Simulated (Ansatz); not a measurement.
# Random alloy of the hcp Ru-Mo line, x = 0.0625 (64 atoms): relaxation and levels of theory

Which bonds does the relaxation leave, and how do forces and pressure change with k-mesh and functional?

Calculated with Ansatz 0.2.0: Kohn-Sham DFT, PBE, PAW (set soft_2), plane waves; cutoff 420 eV, k-mesh 2×2×2, fermi-dirac smearing of 0.1 eV.

**The cell**

The cell holds 64 atoms: 4 Mo and 60 Ru. Cell: a = 10.879 Å, b = 10.879 Å, c = 8.600 Å, α = 90.0°, β = 90.0°, γ = 120.0°. It derives from Ru (hcp Ru-Mo) and Mo, repeated 4×4×2. Hcp Ru-Mo: 64 atoms, 4 of 64 Ru sites given to Mo at random, cell and internal coordinates interpolated linearly between the end members (Vegard's rule); not relaxed, displaced by a Gaussian of 0.02 Å. Lattice constants are starting values near those of PBE.

Cell and atoms were relaxed with PBE. The walk converged after 4 steps by the program's count, with a largest force component of 0.0110 eV/Å; it began at an r.m.s. force component of 0.30 eV/Å. The edges went from 10.879, 10.879, 8.600 to 10.924, 10.925, 8.605 Å, and the volume from 13.773 to 13.894 Å³ an atom (+0.9 %).

The input of the reference single point:

```yaml
crystal:
  lattice:
    - [10.92403, -0.00166, -0.00017]
    - [-5.46345, 9.4603, -0.00082]
    - [-0.00013, -0.00082, 8.60536]
  atoms:
    - { symbol: Mo, position: [3.0e-05, 0.99933, 0.99987] }
    - { symbol: Ru, position: [0.08207, 0.16663, 0.25056] }
    - { symbol: Ru, position: [0.99929, 0.99832, 0.49994] }
    - { symbol: Ru, position: [0.08224, 0.16693, 0.75039] }
    [... 58 atom lines left out ...]
    - { symbol: Ru, position: [0.74992, 0.74947, 0.50005] }
    - { symbol: Ru, position: [0.83262, 0.91643, 0.74953] }
kpoints:
  mp_grid: { grid: [2, 2, 2] }
hamiltonian:
  xc: pbe
scf:
  occupations: { method: fermi_dirac, width: 0.1 }
output:
  forces: true
  stress: true
  populations: true
  dos:
    method: { smearing: { sigma: 0.08 } }
    de: 0.05
    projected: { site_lists: { Mo: [Mo], Ru: [Ru] } }
  eigenvalues: true
  write_density: true
  write_potential: true
  volumetric_format: npy
```

**Bonds after relaxation**

Neighbours by pair of elements; one cutoff, the widest of the pairs' first minima of g(r), serves all pairs of this metal:

```tsv
pair A-B	cutoff (Å)	bonds	mean length (Å)	spread (Å)	shortest (Å)	B about A	A about B
Ru-Ru	3.12	337	2.70	0.034	2.65	11.2	11.2
Ru-Mo	3.12	46	2.71	0.038	2.64	0.767	11.5
Mo-Mo	3.12	1	2.75	0	2.75	0.5	0.5
```

How many atoms have how many bonded neighbours:

```tsv
element	mean	12
Mo	12	4
Ru	12	60
```

**Levels of theory**

Single points at the relaxed geometry:

| functional | k-mesh | pressure (GPa) | r.m.s. force component (eV/Å) | SCF cycles | time |
| --- | --- | --- | --- | --- | --- |
| PBE | 2×2×2 | 0.00 | 0.003 | 8 | 7.6 s |
| PBE | 3×3×3 | 0.03 | 0.041 | 8 | 13 s |
| r2SCAN | 2×2×2 | -6.26 | 0.020 | 14 | 10 s |
| PBEsol | 2×2×2 | -10.34 | 0.012 | 8 | 7.7 s |

Cutoffs: 420 eV for PBE and PBEsol; 500 eV for r2SCAN.

**Findings**

Every run has partly filled levels at the Fermi energy, as in a metal. Against the reference the pressure changes with r2SCAN by -6.3 GPa and PBEsol by -10.3 GPa; a negative change means a smaller volume than PBE would take. The denser mesh moves the energy by +4.0 meV/atom and the pressure by +0.04 GPa. On it the r.m.s. force component is 0.041 eV/Å against 0.003, so the geometry is at rest on the reference mesh alone.

Limits: All single points share the geometry relaxed with PBE. One random arrangement of the atoms on their sites.

[Logs are printed without paths, hosts, clocks, repeated set-up lines and the standing remarks that a program may print on its own settings, such as how far it seeks lower states.]

[Hosts, paths, dates, database ids (printed as entryN), source tags and the programs' standing remarks are cut or masked in the printed files.]
